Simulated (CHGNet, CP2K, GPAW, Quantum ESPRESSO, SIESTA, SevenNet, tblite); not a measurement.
**Other levels on Sn(100)/C(100) interface (94 atoms)**

The cell holds 94 atoms: 16 Sn and 78 C. Cell: a = 9.094 Å, b = 9.094 Å, c = 23.441 Å, α = 90.0°, β = 90.0°, γ = 90.0°. Diamond-structure Sn(100), 2 repeat layers, 4 surface cells, strained -0.90 and -0.90 %; diamond-structure C(100), 3 layers, 13 cells, -0.00 and -0.00 %; outer planes 2.08 Å apart, 12 Å of vacuum above; not relaxed, displaced by a Gaussian of 0.02 Å. Then every atom was moved at random, 0.03 Å r.m.s. a Cartesian component. Regions: Sn, 16 atoms (16 Sn); C, 78 atoms (78 C). Vacuum lies along c.

Geometry: as built.

The reference, a calculation:

* method: Kohn-Sham DFT, PBE, SSSP efficiency 1.3.0 pseudopotentials, plane waves (Quantum ESPRESSO 7.5); sssp-pbe-1.3.0-efficiency, cutoffs 45/360 Ry, Γ point
* r.m.s. force component: 1.493 eV/Å
* longest force: 5.663 eV/Å
* time: 8.7 min on 4 MPI ranks of Arm Neoverse V2, shared host
* CPU time: 35 min

Q: Estimate the differences from the reference, the CPU time and the memory of each run.
- GPAW PBE, LCAO dzp, h 0.2 Å (GPAW 26.7.0; 1 thread)
- tblite GFN1-xTB (tblite 0.8.0; 1 thread)
- SIESTA PBE, DZP, shift 0.01 Ry, mesh 300 Ry (SIESTA 5.4.2; 2 MPI ranks)
- CHGNet 0.3.0 potential (CHGNet 0.3.0; 1 thread)
- GPAW revPBE, LCAO dzp, h 0.2 Å (GPAW 26.7.0; 1 thread)
- SIESTA PBE, DZP, shift 0.005 Ry, mesh 300 Ry (SIESTA 5.4.2; 2 MPI ranks)
- CP2K PBE, DZVP-MOLOPT-SR, 450/50 Ry, diagonalisation (CP2K 2026.2; 4 MPI ranks)
- CP2K PBEsol, PBE potentials, DZVP-MOLOPT-SR, 450/50 Ry, diagonalisation (CP2K 2026.2; 4 MPI ranks)
- SevenNet 0 potential (SevenNet 0; 1 thread)
- CP2K PBE, DZVP-MOLOPT-SR, 157/50 Ry, diagonalisation (CP2K 2026.2; 2 threads)

Differences are against the plane-wave reference, forces as r.m.s. over components; share is that over the reference's r.m.s. force, slope the least-squares factor from reference forces to these. Total energies of different programs have different zeros and aren't compared.

```tsv
run	Δ force, r.m.s. (meV/Å)	share (%)	slope	cores	CPU time	memory (GiB)
reference	-	-	-	4	35 min	4.3
GPAW PBE, LCAO dzp, h 0.2 Å	145	9.74	1.004	1	4.8 min	1.3
tblite GFN1-xTB	302	20.2	1.072	1	6.6 s	0.12
SIESTA PBE, DZP, shift 0.01 Ry, mesh 300 Ry	175	11.7	1.020	2	7.7 min	1.7
CHGNet 0.3.0 potential	408	27.3	0.800	1	5.7 s	3.4
GPAW revPBE, LCAO dzp, h 0.2 Å	183	12.3	0.998	1	5.2 min	1.3
SIESTA PBE, DZP, shift 0.005 Ry, mesh 300 Ry	199	13.3	1.014	2	11 min	2.0
CP2K PBE, DZVP-MOLOPT-SR, 450/50 Ry, diagonalisation	54.4	3.64	1.026	4	9 min	4.9
CP2K PBEsol, PBE potentials, DZVP-MOLOPT-SR, 450/50 Ry, diagonalisation	74.4	4.99	1.038	4	8.6 min	4.8
SevenNet 0 potential	948	63.5	0.688	1	8 s	1.1
CP2K PBE, DZVP-MOLOPT-SR, 157/50 Ry, diagonalisation (coarse)	63.2	4.23	1.025	2	6.5 min	1.1
```

Rows marked coarse were listed beforehand as settings not expected to be converged; some can still land near the reference.

Times of the machine-learned potentials are mostly Python's start and the loading of weights.

CPU time is summed over cores on a shared host, where runs went side by side, so it is rough. Symmetry, cutoffs, thresholds, outputs and thread counts weren't matched or tuned between programs; memory under MPI is the largest rank's times the ranks.

The PBE runs in local orbitals, coarse settings apart, differ by 3.6 % (CP2K PBE, DZVP-MOLOPT-SR, 450/50 Ry, diagonalisation) to 13 % (SIESTA PBE, DZP, shift 0.005 Ry, mesh 300 Ry); basis, grid and potentials can all enter. Tight binding differs by 20 % (tblite GFN1-xTB); it is another model, with fitted parameters of its own, and the xTB methods hold dispersion. Machine-learned potentials differ by 27 % (CHGNet 0.3.0 potential) to 63 % (SevenNet 0 potential); they were trained on other programs' data. Among those trained on PBE data the slope goes as low as 0.69, with a correlation of 0.78, so directions differ as well as sizes. Rows with another functional or a dispersion term differ by 5.0 % (CP2K PBEsol, PBE potentials, DZVP-MOLOPT-SR, 450/50 Ry, diagonalisation) to 12 % (GPAW revPBE, LCAO dzp, h 0.2 Å), which mixes the change of model with differences of basis and potentials, some of them made for another functional. Periodic xTB results under one method name differ between programs and library versions. Machine-learned potentials mimic data converged in k, so the reference's own k-point error enters their differences. The electronic-structure runs sample only Γ, in a cell whose shortest periodic width is 9 Å, which is coarse for a cell with partly filled levels.

[Logs are printed without paths, hosts, clocks, repeated set-up lines and the standing remarks that a program may print on its own settings, such as how far it seeks lower states.]

[Hosts, paths, dates, database ids (printed as entryN), source tags and the programs' standing remarks are cut or masked in the printed files.]
